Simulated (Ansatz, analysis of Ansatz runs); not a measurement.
# Migration in CsLiBr2 (P4/nmm): F_i hop between interstitial places, charge −1, part 2 of 4

How high is the barrier when F changes place in CsLiBr2 (P4/nmm)? The case: F_i hop between interstitial places, charge −1, in a cell of 32 host atoms with 1 F put in.

Ansatz 0.2.0; plane-wave PAW DFT, PBEsol; nudged elastic band between two relaxed defect structures at fixed charge in a uniform background.

So far: Starting point; Relaxation of the start point, charge −1.

## 3. Relaxation of the end point, charge −1

Level of this step: plane-wave PAW DFT, PBEsol; relaxation of all atoms of a defect supercell at fixed charge in a uniform background (Ansatz).

The end point is relaxed in the same cell and settings, so that the two energies compare.

Contents of qm1.end/input.yaml:

```yaml
crystal:
  lattice:
    - [-5.10743538, 5.10743538, 9.81108197]
    - [5.10743538, -5.10743538, 9.81108197]
    - [5.10743538, 5.10743538, -9.81108197]
  atoms:
    - { symbol: Cs, position: [0.39975685, 0.14975685, 0.25] }
    - { symbol: Cs, position: [0.39975685, 0.64975685, 0.75] }
    - { symbol: Cs, position: [0.89975685, 0.14975685, 0.75] }
[... 1 atom line left out ...]
    - { symbol: Cs, position: [0.35024315, 0.10024315, 0.75] }
[... 1 atom line left out ...]
    - { symbol: Cs, position: [0.85024315, 0.10024315, 0.25] }
[... 2 atom lines left out ...]
    - { symbol: Li, position: [0.0419427, 0.7919427, 0.75] }
[... 2 atom lines left out ...]
    - { symbol: Li, position: [0.2080573, 0.4580573, 0.75] }
[... 3 atom lines left out ...]
    - { symbol: Br, position: [0.08191715, 0.33191715, 0.75] }
    - { symbol: Br, position: [0.08191715, 0.83191715, 0.25] }
    - { symbol: Br, position: [0.58191715, 0.33191715, 0.25] }
[... 1 atom line left out ...]
    - { symbol: Br, position: [0.16808285, 0.41808285, 0.25] }
    - { symbol: Br, position: [0.16808285, 0.91808285, 0.75] }
[... 1 atom line left out ...]
    - { symbol: Br, position: [0.66808285, 0.91808285, 0.25] }
[... 8 atom lines left out ...]
    - { symbol: F, position: [0.0, 0.0, -0.5] }
total_charge: -1
basis:
  ecutwfc: 420
  xc_grid: 2
hamiltonian:
  xc: pbesol
kpoints:
  mp_grid: { grid: [1, 1, 1] }
scf:
  occupations: { method: fixed }
  max_iter: 100
output:
  forces: true
relax:
  f_tol: 0.02
  max_steps: 70
  random_displacement: { amplitude: 0.03, seed: 4750 }
```

Launch:

```console
$ ansatz run input.yaml --threads 4 --pin off --max-ram 7536MiB --backend cpu --events-out ev --progress --plain --runs-dir out
```

Numbers of over 12 decimals in the logs are rounded to 6 here.

The program printed:

```text
[...]
Crystal: 33 atoms, lattice volume = 1023.723 Å³
Basis set: ecut = 420 eV, 20049 PW (Γ), exchange–correlation on 180×180×180 points (8 copies of the dense FFT grid, shifted against one another)
Bands: 141, of which v1, the nominal top of the filled ones, is band 108 counted from 1 (107 counted from 0)
Symmetry: 1 space group operations
k-points: 1
[...]
SCF iter   1: F=—  HF=-90942.372304 eV  |F-HF|=—  |Δ(HF+E_count)|=         —  Δρ=3.78e-3  dr2=2.55e-1  ethr=1.77e-3  ⟨swp⟩=6.0  Hψ=467  notcnv=0  defer=30
[...]
SCF iter   7: F=-90942.290012 eV  HF=-90942.290010 eV  |F-HF|=1.82e-6  |Δ(HF+E_count)|=   2.06e-5  Δρ=5.99e-6  dr2=6.83e-7  ethr=4.63e-9  ⟨swp⟩=4.0  Hψ=427  notcnv=0
SCF 1 converged in 7 iterations: F = -90942.290012 eV  dr2 = 6.83e-7
[...]
- { symbol: Li, position: [0.533690, 0.789326, 0.244260] }
    - { symbol: Li, position: [0.210745, 0.466570, 0.755871] }
    - { symbol: Li, position: [0.210722, 0.954957, 0.244284] }
    - { symbol: Li, position: [0.708378, 0.450496, 0.242177] }
    - { symbol: Li, position: [0.708281, 0.966534, 0.758283] }
    - { symbol: Br, position: [0.087711, 0.370506, 0.782440] }
    - { symbol: Br, position: [0.087926, 0.805396, 0.217515] }
    - { symbol: Br, position: [0.581574, 0.324825, 0.243545] }
    - { symbol: Br, position: [0.581309, 0.837979, 0.756463] }
    - { symbol: Br, position: [0.162209, 0.418518, 0.243257] }
    - { symbol: Br, position: [0.194820, 0.912335, 0.782751] }
    - { symbol: Br, position: [0.675507, 0.418748, 0.756679] }
    - { symbol: Br, position: [0.629670, 0.912173, 0.217463] }
[...]
- { symbol: Br, position: [0.249247, 0.248746, 0.499510] }
    - { symbol: Br, position: [0.250135, 0.750332, 0.000341] }
    - { symbol: Br, position: [0.750343, 0.250435, 0.000460] }
    - { symbol: Br, position: [0.750843, 0.750247, 0.499387] }
    - { symbol: F, position: [3.084500545424973e-6, 0.000225, -0.499841] }
[key lines of the parts left out:]
SCF converged after 4 iterations
Free energy (F): -90943.438031 eV
Fermi energy:    2.279524 eV
```

It took 24 s on 4 threads of Arm Neoverse V1, shared host; peak memory 1.1 GiB; 86 s of CPU time.

Relaxation path:

```csv
step,energy less that of the first step (eV),largest force component (eV/Å)
1,0.0000,0.5672
2,-0.7443,0.3664
3,-1.0827,0.1237
4,-1.1224,0.1559
5,-1.1432,0.0760
6,-1.1480,0.0048
7,-1.1480,0.0049
```

The atoms that moved most (Å, from the sites as typed, ahead of the random displacement):

```csv
atom,dx,dy,dz,length
Cs5,0.002,-0.356,-0.264,0.443
Cs4,0.356,0.001,0.264,0.443
Cs7,0.001,0.353,-0.264,0.441
Cs3,-0.353,-0.001,0.262,0.440
Br17,0.333,-0.002,0.116,0.353
Br22,0.001,0.333,-0.117,0.353
Br24,0.000,-0.332,-0.117,0.352
Br18,-0.332,0.000,0.116,0.352
```

Neighbours of F33 at the end:

```csv
atom,distance (Å)
Cs5,2.781
Cs3,2.782
Cs4,2.782
Cs7,2.782
Br17,3.361
Br24,3.361
Br22,3.363
Br18,3.363
```

This step gave:

```yaml
free_energy: -90943.4380 eV
largest_move_from_the_ideal_geometry_of_this_structure_a_common_shift_of_the_far_atoms_taken_out: 0.4435 Å
```

The relaxation gained 1.148 eV and ended with a largest force component of 0.0049 eV/Å. The end lies within 1 meV of the start.

[end of part 2 of 4]

[Logs are printed without paths, hosts, clocks, repeated set-up lines and the standing remarks that a program may print on its own settings, such as how far it seeks lower states.]

[Hosts, paths, dates, database ids (printed as entryN), source tags and the programs' standing remarks are cut or masked in the printed files.]
